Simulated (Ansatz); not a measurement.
## SnH2 (model cell, started as CdI2 type): a soft mode frozen in

Aim: this structure of SnH2 (model cell, started as CdI2 type) is to be tested for unstable modes, and one is followed downhill.

Method: DFT PBEsol, scalar-relativistic, plane waves, PAW, in Ansatz 0.2.0.

The structure was built from a prototype and need not be the compound's stable phase.

## 1. The structure

It takes space group P-3m1 (No. 164, trigonal). Conventional cell: a = 3.597 Å, b = 3.597 Å, c = 3.141 Å, α = 90.00°, β = 90.00°, γ = 120.00°. Sn has 6 H at 2.19 Å nearest. H has 3 Sn at 2.19 Å nearest. Farther neighbours, and contacts between anions beyond the nearest, are not listed.

## 2. The dispersion

Stability and thermal properties need the whole zone. Linear response on a 3×3×4 q mesh gives force constants as far as a supercell of that size would.

input.yaml

```yaml
crystal:
  lattice:
    - [3.5965558943, 0.0, 0.0]
    - [-1.7982779471, 3.1147087706, 0.0]
    - [0.0, 0.0, 3.1406510309]
  atoms:
    - { symbol: Sn, position: [0.0, 0.0, 0.0] }
    - { symbol: H, position: [0.3333333333, 0.6666666667, 0.219013677] }
    - { symbol: H, position: [0.6666666667, 0.3333333333, 0.780986323] }
kpoints:
  mp_grid: { grid: [15, 15, 16] }
hamiltonian:
  xc: pbesol
scf:
  occupations: { method: methfessel_paxton, width: 0.2 }
output:
  eigenvalues: true
phonons:
  method: dfpt
  qmesh: [3, 3, 4]
  temperatures: { t_max: 1000, t_step: 50 }
  qpath:
    path:
      - [[0.0, 0.0, 0.0], [0.5, 0.0, 0.0], [0.33333333, 0.33333333, 0.0], [0.0, 0.0, 0.0], [0.0, 0.0, 0.5], [0.5, 0.0, 0.5], [0.33333333, 0.33333333, 0.5], [0.0, 0.0, 0.5]]
      - [[0.5, 0.0, 0.5], [0.5, 0.0, 0.0]]
      - [[0.33333333, 0.33333333, 0.5], [0.33333333, 0.33333333, 0.0]]
    npoints: 10
```

Started as:

```
ansatz run input.yaml --threads 4 --pin off --max-ram 7168MiB --backend cpu --events-out ev --progress --plain --runs-dir out
```

Log:

```text
Warning: phonons: the dynamical matrix that this run interpolates holds no multipole term above the dipole-dipole one, and a site of this crystal is no centre of inversion, so its interpolated transverse optical and acoustic branches and sound speeds can stay off near Gamma, and the density of states and the thermodynamics with them. What a run solves at a wave vector of phonons.qpoints, Gamma apart, where the deck admits one, is free of this, and under fd what a larger phonons.supercell samples
Engine: ansatz 0.2.0, aarch64-unknown-linux-gnu
Pseudopotentials: kind: paw
Pseudopotential: Sn, paw, valence charge 14, recommended cutoff 420 eV (normal), Sn.paw.azcp
Pseudopotential: H, paw, valence charge 1, recommended cutoff 420 eV (normal), H.paw.azcp
Functional definition: PBEsol
  exchange = pbesol_x
  correlation = pbesol_c
Crystal: 3 atoms, lattice volume = 35.182 Å³
Basis set: ecut = 420 eV, 659 PW (Γ), exchange–correlation on 50×50×48 points (8 copies of the dense FFT grid, shifted against one another)
Bands: 12, of which v1, the nominal top of the filled ones, is band 8 counted from 1 (7 counted from 0)
Symmetry: 12 space group operations
k-points: 376 of 3600
Non-local potential: Sn, projectors of the file, l = 0: 2, l = 1: 2, l = 2: 2, l = 3: 2
Non-local potential: H, projectors of the file, l = 0: 2, l = 1: 1
PAW form: soft (Blöchl's): semilocal exchange-correlation on the pseudo side does not see the compensation charge
PAW frozen core: Sn, regenerated for the run's functional, and the local potential with it (the file was generated under x = pbe(κ = 0.804, μ = 0.219515), c = pbe(β = 0.066725))
PAW one-centre angular grid: Sn, 590 points (default); XC on 64 Gauss nodes
PAW one-centre angular grid: H, 110 points (default); XC on 64 Gauss nodes
Initial density: superposition of atomic densities (neutral atoms: chi_scale 0, normalization atom), corrected by the library's trained network
Initial wavefunctions: pseudopotential atomic-orbital guess
Functional: x = pbesol(κ = 0.804, μ = 0.123457), c = pbesol(β = 0.046)
SCF iter   1: F=—  HF=-5979.805767 eV  |F-HF|=—  |Δ(HF+E_count)|=         —  Δρ=7.45e-3  dr2=1.64e-2  ethr=1.77e-3  ⟨swp⟩=4.9  Hψ=23819  notcnv=0
preconditioner: auto → none  [metal: Δε(μ)=0.041 eV  Ē_g=20.446 eV  σ=0.200 eV  W_gap=0.17  n_scr=8 (ndim 8)  ℏωp=25.0 eV  f_vac=0.000  D(μ)=0.42/eV (n_scr^D=0)  sad-step TF]
SCF iter   2: F=—  HF=-5979.800512 eV  |F-HF|=—  |Δ(HF+E_count)|=   5.26e-3  S|Δr|=    0.00e0  Δρ=3.87e-3  dr2=5.03e-3  ethr=1.02e-4  ⟨swp⟩=1.2  Hψ=7676  notcnv=0
SCF iter   3: F=—  HF=-5979.798637 eV  |F-HF|=—  |Δ(HF+E_count)|=   1.88e-3  S|Δr|=    0.00e0  Δρ=4.90e-4  dr2=3.95e-5  ethr=3.15e-5  ⟨swp⟩=2.8  Hψ=7159  notcnv=0
SCF iter   4: F=—  HF=-5979.798636 eV  |F-HF|=—  |Δ(HF+E_count)|=   1.10e-6  S|Δr|=    0.00e0  Δρ=2.72e-4  dr2=2.54e-5  ethr=2.47e-7  ⟨swp⟩=2.0  Hψ=7486  notcnv=0
SCF iter   5: F=—  HF=-5979.798620 eV  |F-HF|=—  |Δ(HF+E_count)|=   1.53e-5  S|Δr|=    0.00e0  Δρ=3.48e-5  dr2=3.61e-7  ethr=1.59e-7  ⟨swp⟩=2.0  Hψ=7378  notcnv=0
SCF iter   6: F=—  HF=-5979.798620 eV  |F-HF|=—  |Δ(HF+E_count)|=   2.19e-7  S|Δr|=    0.00e0  Δρ=1.09e-5  dr2=2.73e-8  ethr=2.25e-9  ⟨swp⟩=2.0  Hψ=7456  notcnv=0
SCF iter   7: F=—  HF=-5979.798620 eV  |F-HF|=—  |Δ(HF+E_count)|=   1.61e-8  S|Δr|=    0.00e0  Δρ=2.12e-6  dr2=1.09e-9  ethr=1.70e-10  ⟨swp⟩=2.1  Hψ=6881  notcnv=0
SCF iter   8: F=-5979.798620 eV  HF=-5979.798620 eV  |F-HF|=1.82e-12  |Δ(HF+E_count)|=  6.30e-10  S|Δr|=    0.00e0  Δρ=1.37e-7  dr2=2.77e-12  ethr=1.00e-12  ⟨swp⟩=5.2  Hψ=21824  notcnv=0
SCF 1 converged in 8 iterations: F = -5979.798620 eV  dr2 = 2.77e-12
  greatest PAW one-centre occupation: 0.992 electrons in one spin orbital (limit 2), on the Sn atom at site 0 (counted from 0), in its partial waves of l = 2
Initial density: read from a saved state, or passed on in memory by an earlier SCF of this step, an earlier step, the calling program or the single point that the run made first
iter 1 solved again at ethr=1.36e-7 eV; its pass at ethr=3.10e-3 eV (dr2=2.17e-5 eV) is discarded
SCF iter   1: F=—  HF=-5979.798620 eV  |F-HF|=—  |Δ(HF+E_count)|=         —  Δρ=4.33e-7  dr2=8.88e-11  ethr=1.36e-7  ⟨swp⟩=2.9  Hψ=35371  notcnv=0
eigensolver tolerance schedule: the retry pair's looser diagonalisation over-reported the residual by 244275.05 of it (diagonalisation noise at an unbounded share of the residual, at the tolerance the schedule requests for it); recorded, not acted on — ethr = c·dr2/N_el stays at c = 1.0e-1
preconditioner: auto → none  [metal: Δε(μ)=0.039 eV  Ē_g=20.468 eV  σ=0.200 eV  W_gap=0.16  n_scr=8 (ndim 8)  ℏωp=25.0 eV  f_vac=0.000  D(μ)=0.42/eV (n_scr^D=0)]
SCF iter   2: F=—  HF=-5979.798620 eV  |F-HF|=—  |Δ(HF+E_count)|=   2.50e-8  S|Δr|=    0.00e0  Δρ=4.25e-7  dr2=7.58e-11  ethr=1.00e-12  ⟨swp⟩=3.5  Hψ=10696  notcnv=0
SCF iter   3: F=—  HF=-5979.798620 eV  |F-HF|=—  |Δ(HF+E_count)|=  2.73e-11  S|Δr|=    0.00e0  Δρ=2.23e-7  dr2=2.00e-11  ethr=1.00e-12  ⟨swp⟩=1.0  Hψ=4512  notcnv=0
SCF iter   4: F=-5979.798620 eV  HF=-5979.798620 eV  |F-HF|=9.09e-13  |Δ(HF+E_count)|=  1.18e-11  S|Δr|=    0.00e0  Δρ=5.36e-8  dr2=1.06e-12  ethr=1.00e-12  ⟨swp⟩=3.1  Hψ=13729  notcnv=0
SCF 2 converged in 4 iterations: F = -5979.798620 eV  dr2 = 1.06e-12
phonons: the bands overlap, so this run is a metal and interpolates without the dipole-dipole term. If the crystal is really an insulator or semiconductor, its LO-TO splitting is missing
NSCF: frozen V_eff on 376 k-points
WARN: eigensolver did not converge in 5 slots of this pass, the one above among them; of largest residual over every band (k=8): 1 band(s) unlocked (lowest unlocked band 11, counted from 0; max residual 3.19e-4 eV among the unlocked bands, 3.19e-4 eV over every band); of lowest unlocked band (k=7): band 11
NSCF: frozen V_eff on 968 k-points
DFPT response loops at q = (0, 0, 0) (fractional): preconditioner auto → Kerker (q_TF=auto, 2.393 Å⁻¹) (partly filled bands, converged f_vac=0.000); β = 1.00, the filter's whole step (`scf.mixing.beta` (0.50) is not read by the response loops under this deck's `scf.mixing.preconditioner`; to damp them name `kerker` or `kerker_dos`, under which they read `scf.mixing.beta`, and type it under 1.00, their step now; both keys bind the ground state too); Broyden in place of MSR1
NSCF: frozen V_eff on 3840 k-points
DFPT response loops at q = (0, 0, 0.25) (fractional): mixed as the last ones told, above
NSCF: frozen V_eff on 1936 k-points
DFPT response loops at q = (0, 0, -0.5) (fractional): mixed as the last ones told, above
NSCF: frozen V_eff on 3840 k-points
DFPT response loops at q = (0, 0.333333, 0) (fractional): mixed as the last ones told, above
NSCF: frozen V_eff on 3840 k-points
DFPT response loops at q = (0, 0.333333, 0.25) (fractional): mixed as the last ones told, above
NSCF: frozen V_eff on 3840 k-points
DFPT response loops at q = (0, 0.333333, -0.5) (fractional): mixed as the last ones told, above
NSCF: frozen V_eff on 3840 k-points
DFPT response loops at q = (0, 0.333333, -0.25) (fractional): mixed as the last ones told, above
NSCF: frozen V_eff on 3630 k-points
DFPT response loops at q = (0.333333, 0.333333, 0) (fractional): mixed as the last ones told, above
NSCF: frozen V_eff on 7200 k-points
DFPT response loops at q = (0.333333, 0.333333, 0.25) (fractional): mixed as the last ones told, above
NSCF: frozen V_eff on 3630 k-points
DFPT response loops at q = (0.333333, 0.333333, -0.5) (fractional): mixed as the last ones told, above
SCF converged after 8 iterations
Stability not checked: this state was not tested for a lower state beside it, because cold or Methfessel-Paxton smearing, or corrected tetrahedra, fill the levels in a way that the test cannot read (fill_not_monotonic; see scf.lower_state_search)
Free energy (F): -5979.798620 eV
Harris-Foulkes:  -5979.798620 eV  (|F-HF|=1.82e-12)
Internal energy: -5979.798292 eV  (E = F + TS)
E sigma→0 (E₀):  -5979.798538 eV
Entropy (-TS):   -0.000328 eV (-0.109 meV/atom)
Fermi energy:    8.289051 eV
Step filling:    the computed levels leave a gap of 0.0032 eV = 0.0 smearing widths at the electron count; against every level under it full and every level over it empty, smearing changes F+E_penalty+E_count by -0.329 meV and its σ→0 estimate by -0.247 meV
--- Per-component energies (eV) ---
  E_band       = -109.298356
  E_kinetic    = 212.322686
  E_local      = -957.600475  (includes V_loc(G=0)·N_el)
  E_nonlocal   = -28.051176
  E_hartree    = 568.912310
  E_xc         = -396.830852
  E_vxc        = -119.731394  (∫ρ·V_xc dr)
  E_paw        = -4064.961151  (= ΣΔE_a)
  E_vpaw       = -354.060426  (= ΣTr[D̂ρ^β])
  E_aug_tail   = -0.002145  (compensation charges beyond the density's cutoff)
  E_ewald      = -1313.872329
  E_core_change = 0.284840  (= ΣΔE_core)
  E_smearing   = -0.000328  (= −TS)
  E_closure    = -0.000000  (closes the sum)
  Σ components = -5979.798620   (vs F -5979.798620, Δ=0.00e0)
--- Band table (eV; the first three rows and the last of 376) ---
  k-point 0: bands = [... 4 lower, -12.9443, -3.2824, 7.5550, 11.8186, 12.2061, 12.2061, 14.6591, 16.1721]
  k-point 1: bands = [... 4 lower, -12.9477, -3.2266, 7.4214, 11.8319, 12.2678, 12.2678, 13.8579, 16.5515]
  k-point 2: bands = [... 4 lower, -12.9572, -3.0595, 7.0040, 11.8402, 12.4498, 12.4498, 12.9677, 16.6984]
  k-point 375: bands = [... 4 lower, -12.8666, 4.1874, 4.1874, 4.2354, 6.7005, 10.1335, 10.1335, 19.9103]
--- Phonons (Γ-DFPT): 4 representative perturbations + reference (Σ response iterations 13) ---
  ASR residual: 2.372e-4 → 0.000e0 eV/Å²; symmetrization residual: 2.972e-7 eV/Å²
  ASR residual per site (eV/Å²): 2.37e-4 3.72e-5 3.72e-5
  Γ frequencies (cm⁻¹): -280.57 -280.57 0.00 0.00 0.00 454.36 780.91 815.16 815.16
--- Phonons (arbitrary-q DFPT): 10 irreducible q on the 3×3×4 mesh ---
  q = [0.0000, 0.0000, 0.0000] (star 1, of the zone-centre solve; hermiticity 3.95e-7, symmetrization 2.06e-10): -280.57 -280.57 -0.00 0.00 0.00 454.36 780.91 815.16 815.16
  q = [0.0000, 0.0000, 0.2500] (star 2, 4 solved perturbations in 5312 linear systems a pass and spin channel, the states on 1920 of 3600 k-point pairs; hermiticity 1.37e-7, symmetrization 4.61e-9): -106.88 -106.88 76.03 117.49 117.49 564.43 775.29 780.35 780.35
  q = [0.0000, 0.0000, -0.5000] (star 1, 4 solved perturbations in 2688 linear systems a pass and spin channel, the states on 968 of 3600 k-point pairs; hermiticity 1.18e-7, symmetrization 2.53e-9): -61.20 -61.20 120.85 314.28 314.28 681.02 762.14 796.85 796.85
  q = [0.0000, 0.3333, 0.0000] (star 6, 6 solved perturbations on 1920 of 3600 k-point pairs; hermiticity 6.54e-8, symmetrization 2.65e-10): 23.69 25.71 128.12 435.23 458.24 504.01 650.81 790.73 801.76
  q = [0.0000, 0.3333, 0.2500] (star 6, 6 solved perturbations on 1920 of 3600 k-point pairs; hermiticity 7.70e-8, symmetrization 1.93e-10): -23.61 69.30 112.14 337.37 504.04 555.26 676.95 779.81 791.00
  q = [0.0000, 0.3333, -0.5000] (star 6, 6 solved perturbations on 1920 of 3600 k-point pairs; hermiticity 7.99e-8, symmetrization 1.06e-10): -36.41 92.76 123.41 450.60 490.80 547.16 712.08 744.49 802.26
  q = [0.0000, 0.3333, -0.2500] (star 6, 6 solved perturbations on 1920 of 3600 k-point pairs; hermiticity 7.92e-8, symmetrization 1.83e-10): -20.65 57.44 125.67 317.64 518.31 550.69 694.08 754.71 783.26
  q = [0.3333, 0.3333, 0.0000] (star 2, 4 solved perturbations in 4892 linear systems a pass and spin channel, the states on 1815 of 3600 k-point pairs; hermiticity 5.64e-8, symmetrization 3.35e-9): -580.59 14.09 110.41 110.41 481.46 481.46 693.86 719.45 719.45
  q = [0.3333, 0.3333, 0.2500] (star 4, 4 solved perturbations in 9664 linear systems a pass and spin channel, the states on 3600 of 3600 k-point pairs; hermiticity 5.55e-8, symmetrization 2.97e-8): -215.11 97.94 97.94 102.29 414.59 414.59 670.60 741.12 741.12
  q = [0.3333, 0.3333, -0.5000] (star 2, 4 solved perturbations in 4892 linear systems a pass and spin channel, the states on 1815 of 3600 k-point pairs; hermiticity 7.62e-8, symmetrization 6.64e-9): -53.95 74.43 74.43 311.53 339.11 339.11 667.46 753.64 753.64
  sum rule: each row above includes the acoustic sum rule's correction from the zone centre's row sums; it moved no ω² by more than (3.17 cm⁻¹)²
  mesh force constants: q→R imaginary residual 0.00e0; ASR residual 2.372e-4 → 0.000e0 eV/Å²; symmetrization residual 2.220e-15 eV/Å²
  interpolated dispersion: 93 rows × 9 modes
  density of states and harmonic sums: on the 21×21×20 q-mesh, interpolated from the force constants of a 3×3×4 supercell (no non-analytic term)
  largest difference from the sums on the solved wave vectors: F 4.25e-2 eV, S 5.44e-5 and C_V 1.44e-5 eV/K
  zero-point energy: 0.226461 eV/cell   skipped modes (ω ≤ 0): 801, of them read as no rigid motion or as one in doubt: 798 (8.866e-1 modes/cell left out, lowest -580.59 cm⁻¹)   left out of the sums: 9.86e-2 of the cell's modes: C_V's classical limit lies that fraction below 3 k_B per atom; for a crystal, a wire or a layer, F and S can be off by more, and a phonons.interpolated_qmesh denser along its periods is the remedy for the sampling
```

It took 9.6 min on 4 threads of Arm Neoverse V2, shared host; peak memory 3.6 GiB.

Reading the cycles: dr2 is the Hartree energy of the density residual (eV), the measure of convergence; HF is the Harris–Foulkes estimate of the energy, which meets the free energy F at convergence.

This step gave:

```
volume per atom                                         : 11.73 Å³
gap on the k-mesh                                       : 0 eV
sum-rule residual before enforcement                    : 2.37e-4 eV/Å²
lowest frequency on the path                            : -580.6 cm⁻¹
point group                                             : -3m
highest frequency on path, mesh or solved points        : 856.4 cm⁻¹
highest optical mode at the zone centre (no LO-TO term) : 815.2 cm⁻¹
lowest optical zone-centre mode                         : -280.6 cm⁻¹
lowest mode on the q mesh (acoustic modes at Γ apart)   : -580.6 cm⁻¹
```

Frequencies (cm⁻¹) solved at each irreducible wavevector; negative means imaginary. Frequencies by wavevector, by row:

| q in reciprocal lattice units | star | mode 1 | mode 2 | mode 3 | mode 4 | mode 5 | mode 6 | mode 7 | mode 8 | mode 9 |
| --- | --- | --- | --- | --- | --- | --- | --- | --- | --- | --- |
| 0 0 0 | 1 | -280.6 | -280.6 | 0 | 0 | 0 | 454.4 | 780.9 | 815.2 | 815.2 |
| 0 0 0.25 | 2 | -106.9 | -106.9 | 76 | 117.5 | 117.5 | 564.4 | 775.3 | 780.4 | 780.4 |
| 0 0 -0.5 | 1 | -61.2 | -61.2 | 120.8 | 314.3 | 314.3 | 681 | 762.1 | 796.9 | 796.9 |
| 0 0.3333 0 | 6 | 23.7 | 25.7 | 128.1 | 435.2 | 458.2 | 504 | 650.8 | 790.7 | 801.8 |
| 0 0.3333 0.25 | 6 | -23.6 | 69.3 | 112.1 | 337.4 | 504 | 555.3 | 677 | 779.8 | 791 |
| 0 0.3333 -0.5 | 6 | -36.4 | 92.8 | 123.4 | 450.6 | 490.8 | 547.2 | 712.1 | 744.5 | 802.3 |
| 0 0.3333 -0.25 | 6 | -20.6 | 57.4 | 125.7 | 317.6 | 518.3 | 550.7 | 694.1 | 754.7 | 783.3 |
| 0.3333 0.3333 0 | 2 | -580.6 | 14.1 | 110.4 | 110.4 | 481.5 | 481.5 | 693.9 | 719.5 | 719.5 |
| 0.3333 0.3333 0.25 | 4 | -215.1 | 97.9 | 97.9 | 102.3 | 414.6 | 414.6 | 670.6 | 741.1 | 741.1 |
| 0.3333 0.3333 -0.5 | 2 | -54 | 74.4 | 74.4 | 311.5 | 339.1 | 339.1 | 667.5 | 753.6 | 753.6 |

Interpolated from a 3×3×4 q mesh. The phonon branches at the labelled points (cm⁻¹):

| point | branch 1 | branch 2 | branch 3 | branch 4 | branch 5 | branch 6 | branch 7 | branch 8 | branch 9 |
| --- | --- | --- | --- | --- | --- | --- | --- | --- | --- |
| Γ | -281 | -281 | 0 | 0 | 0 | 454 | 781 | 815 | 815 |
| halfway | -19 | 26 | 108 | 350 | 396 | 522 | 683 | 796 | 840 |
| M | 17 | 33 | 82 | 319 | 463 | 600 | 675 | 730 | 744 |
| halfway | -387 | 18 | 66 | 152 | 443 | 574 | 672 | 730 | 747 |
| K | -581 | 14 | 110 | 110 | 482 | 482 | 694 | 720 | 720 |
| halfway | 24 | 31 | 116 | 321 | 483 | 498 | 632 | 782 | 850 |
| Γ | -281 | -281 | 0 | 0 | 0 | 454 | 781 | 815 | 815 |
| halfway | -107 | -107 | 76 | 118 | 118 | 564 | 775 | 780 | 780 |
| A | -61 | -61 | 121 | 314 | 314 | 681 | 762 | 797 | 797 |
| halfway | -44 | 92 | 119 | 483 | 495 | 564 | 720 | 780 | 789 |
| L | -82 | -27 | 136 | 321 | 463 | 607 | 669 | 724 | 794 |
| halfway | -87 | 39 | 125 | 303 | 399 | 492 | 668 | 754 | 770 |
| H | -54 | 74 | 74 | 312 | 339 | 339 | 668 | 754 | 754 |
| halfway | -34 | 102 | 114 | 479 | 492 | 534 | 710 | 751 | 807 |
| A | -61 | -61 | 121 | 314 | 314 | 681 | 762 | 797 | 797 |
| jump to L | -82 | -27 | 136 | 321 | 463 | 607 | 669 | 724 | 794 |
| halfway | 13 | 64 | 113 | 329 | 446 | 610 | 680 | 720 | 767 |
| M | 17 | 33 | 82 | 319 | 463 | 600 | 675 | 730 | 744 |
| jump to H | -54 | 74 | 74 | 312 | 339 | 339 | 668 | 754 | 754 |
| halfway | -215 | 98 | 98 | 102 | 415 | 415 | 671 | 741 | 741 |
| K | -581 | 14 | 110 | 110 | 482 | 482 | 694 | 720 | 720 |

The phonon branches as a text plot (rows in cm⁻¹):

```
    826 |****        ********    *** **       ******
    767 |********** ****************** *******  **************
    707 |  ** *******            ** *****    ****  ******** * ***
    647 |    * ***   ***       **  *    *****    ** **   *** **
    587 |      ***   *        *     *  ***      *   *******
    527 |   * *   * * **     *       **        *
    467 |*** ********  ******       ***** *   ****  *******    **
    407 |   ***      **            *  *  *** * * **          **
    347 |  **  *       *          *    **  ****   * *********
    288 |  *          * *       **       ****      *       *
    228 |       *              *                            *
    168 |        *      *
    108 |  *****  ******      ************** ********************
     48 |*********   ****** ***    **     ***    *    *****   ***
    -12 |****  *  ***    ****        *****    **  * ***   *
    -72 |       *       *      ******  *******  *****      **
   -132 | *                   *
   -191 | *              *   *                               *
   -251 |*           *    ***
   -311 |                                                     *
   -371 |        *
   -431 |
   -491 |         *                                            *
   -551 |          **                                           *
         Γ     M   K       Γ     A      L   H     A|L    M|H    K
```

Symmetry leaves 10 wavevectors to solve. The lowest mode among them, the acoustic zeros apart, lies at q = (0.333, 0.333, 0) and is imaginary, 580.6i cm⁻¹, so the energy falls along it.

(Part 1 of 3 ends here.)

[Long decimals in the printed logs are rounded to 6 places.]

[Logs are printed without paths, hosts, clocks, repeated set-up lines and the standing remarks that a program may print on its own settings, such as how far it seeks lower states.]

[Hosts, paths, dates, database ids (printed as entryN), source tags and the programs' standing remarks are cut or masked in the printed files.]

[Where the starting crystal was built by hand or by swapping elements, it need not be the compound's stable phase.]
